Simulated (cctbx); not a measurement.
# What is wrong with this refinement?

Cell a = 7.5410 Å, b = 7.5410 Å, c = 19.9930 Å, α = 90.00°, β = 90.00°, γ = 120.00°; space group P3_2 (no. 145).

The data are simulated with cctbx, not measured: Mo Kα, λ = 0.71073 Å, to d = 0.84 Å, 80 % of the full sphere, strongest reflection 40000 counts, noise from counting, a 2 % proportional error and a noise floor of 4 counts (s.d.); no absorption, and some extinction, which the refinements don't model.

An anisotropic refinement with weights 1/σ² prints:

```text
Rint 0.019, 2286 unique reflections to 0.84 A
cycle     R1     wR2    GooF  max shift (A)
   1  0.0435  0.0980   3.240   0.02500
   6  0.0199  0.0461   1.525   0.00031
final R1 0.0199 wR2 0.0461 GooF 1.525  parameters 81  data/parameter 28.2
atom        x        y        z      Ueq    occ   su(xyz)  su(Uiso or U11)
I1     0.93632  0.94581  0.42476   0.0099  1.000  0.00009  0.0002
I2     0.36417  0.74669  0.42443   0.0106  1.000  0.00007  0.0003
I3     0.34499  0.98382  0.91952   0.0114  1.000  0.00009  0.0003
I4     0.36207  0.02711  0.25404   0.0157  1.000  0.00009  0.0003
I5     0.60130  0.26526  0.75833   0.0121  1.000  0.00008  0.0002
P1     0.66378  0.97753  0.84021   0.0182  1.000  0.00030  0.0009
P2     0.69074  0.02670  0.33197   0.0134  1.000  0.00028  0.0009
O1     0.65506  0.00036  0.54225  -0.0207  1.000  0.00039  0.0012  NPD
Na1    0.71020  0.70812  0.92031   0.0800  1.000  0.00107  0.0045
difference map: max 1.23 min -1.58 rms 0.19
Q1    0.0025  0.6618  0.2083    3    1.23  0.05 A from O1
Q2    0.3027  0.3038  0.4724    3    0.71  2.89 A from I1
Q3    0.4181  0.1087  0.3203    3    0.60  1.43 A from I4
Q4    0.4183  0.1973  0.9767    3    0.50  1.82 A from I3
Q5    0.1088  0.4331  0.6467    3    0.48  1.37 A from I3
Q6    0.5407  0.0661  0.6459    3    0.47  2.06 A from Na1
```

Q: Accept it or mend it, and why?

Mend it. The fault: elements exchanged: Na1 is O and O1 is Na. Against the right model at the same level, R1 goes from 0.0136 to 0.0199 and GooF from 1.01 to 1.52, U of O1 shrinks from 0.0107 to -0.0207 Å², U of Na1 swells from 0.0241 to 0.0800 Å², the top difference peak, 1.2 e/Å³, lies on O1 and O1 goes non-positive-definite. Na1 has 3 electrons too many and its U swells to shed them, as expected; O1 has 3 electrons too few and its U shrinks to make up, as expected.

The compound is NaP2I5O. The right model at the same level gives:

```text
Rint 0.019, 2286 unique reflections to 0.84 A
cycle     R1     wR2    GooF  max shift (A)
   1  0.0239  0.0573   1.894   0.01848
   5  0.0136  0.0305   1.009   0.00020
final R1 0.0136 wR2 0.0305 GooF 1.009  parameters 81  data/parameter 28.2
atom        x        y        z      Ueq    occ   su(xyz)  su(Uiso or U11)
I1     0.93631  0.94581  0.42474   0.0096  1.000  0.00006  0.0001
I2     0.36425  0.74666  0.42444   0.0102  1.000  0.00004  0.0002
I3     0.34502  0.98369  0.91949   0.0109  1.000  0.00006  0.0002
I4     0.36222  0.02725  0.25400   0.0151  1.000  0.00006  0.0002
I5     0.60136  0.26521  0.75833   0.0117  1.000  0.00006  0.0001
P1     0.66377  0.97758  0.84059   0.0174  1.000  0.00020  0.0006
P2     0.69090  0.02693  0.33182   0.0132  1.000  0.00019  0.0006
Na1    0.65518  0.00051  0.54229   0.0107  1.000  0.00025  0.0008
O1     0.71177  0.70976  0.92122   0.0241  1.000  0.00068  0.0023
Flack x: -0.01(3)
Hooft y: 0.024(25)  Bijvoet pairs: 1135
difference map: max 0.43 min -0.72 rms 0.13
Q1    0.1480  0.7551  0.0540    3    0.44  1.59 A from P2
Q2    0.0057  0.2844  0.1277    3    0.37  2.34 A from P1
Q3    0.2620  0.5486  0.2199    3    0.36  2.05 A from P1
Q4    0.1354  0.3326  0.0957    3    0.34  1.87 A from I2
Q5    0.5906  0.1965  0.5666    3    0.33  1.84 A from Na1
Q6    0.4523  0.2624  0.5531    3    0.32  1.85 A from O1
```

Isotropic U is held between 0.0001 and 1 Å² by the program, and listed peak heights are interpolated, so they can pass the grid's maximum.

The model is made up (kin elements in a known structure type, no relaxation), so it says nothing on whether the phase exists.

[Middle refinement cycles are left out of these outputs.]

[Logs are printed without paths, hosts, clocks, repeated set-up lines and the standing remarks that a program may print on its own settings, such as how far it seeks lower states.]
